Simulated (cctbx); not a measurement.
## Ba2ErCo2CuS4O3: precision against data quality

Space group Pmmm (no. 47), a = 4.3260 Å, b = 4.3890 Å, c = 12.8960 Å, α = 90.00°, β = 90.00°, γ = 90.00°.

```
atom  mult.    x    y       z  Ueq (Å²)
 Er1      1  1/2  1/2     1/2    0.0116
 Ba1      2  1/2  1/2  0.8183    0.0234
 Cu1      1    0    0       0    0.0163
 Co1      2    0    0  0.6546    0.0212
  S1      2    0    0  0.8329    0.0230
  S2      2  1/2    0  0.6236    0.0263
  O1      1  1/2    0       0    0.0387
  O2      2    0  1/2  0.6213    0.0241
```

This is a model crystal, built by substitution and not relaxed, with assumed displacement parameters.

Five simulated data sets (cctbx; Ag Kα, λ = 0.56087 Å; 1.5 % proportional error) differ in resolution or exposure (noise floor 2 counts in the first three, 8 in the last two). Each is refined with the right model, isotropic at 1.1 Å and anisotropic otherwise. How do the figures of merit and the uncertainties move?

| d min (Å) | top counts | ⟨I/σ⟩ (unmerged, absences included) | unique | param. (scale apart) | Rint | R1 | GooF | largest s.u. xyz (fractional) | s.u. U of O1 (Å²) | largest error (Å) |
| --- | --- | --- | --- | --- | --- | --- | --- | --- | --- | --- |
| 1.1 | 70000 | 33.1 | 131 | 13 | 0.011 | 0.0138 | 2.65 | 0.00073 | 0.0039 | 0.0076 |
| 0.84 | 70000 | 28.9 | 282 | 29 | 0.013 | 0.0067 | 0.90 | 0.00018 | 0.0021 | 0.0025 |
| 0.6 | 70000 | 23.0 | 708 | 29 | 0.017 | 0.0093 | 0.97 | 0.00014 | 0.0017 | 0.0012 |
| 0.75 | 300 | 1.2 | 383 | 29 | 0.362 | 0.0969 | 0.92 | 0.00501 | 0.3656 | 0.0468 |
| 0.75 | 3000 | 6.3 | 383 | 29 | 0.065 | 0.0331 | 0.92 | 0.00093 | 0.0147 | 0.0062 |

GooF reaches 2.65 where the model lacks something that the data hold (anisotropy at the isotropic level, for one). The s.u. of U for O1 goes 0.0039, 0.0021, 0.0017 Å² with resolution and 0.3656, 0.0147 Å² with exposure.

The 1.1 Å row also differs in its displacement model, so it isn't a clean test of resolution.

Hardware for the 0.6 Å refinement: 0.42 s on 1 thread of Arm Neoverse V2, on a shared host, peak memory 0.09 GiB.

[Logs are printed without paths, hosts, clocks, repeated set-up lines and the standing remarks that a program may print on its own settings, such as how far it seeks lower states.]
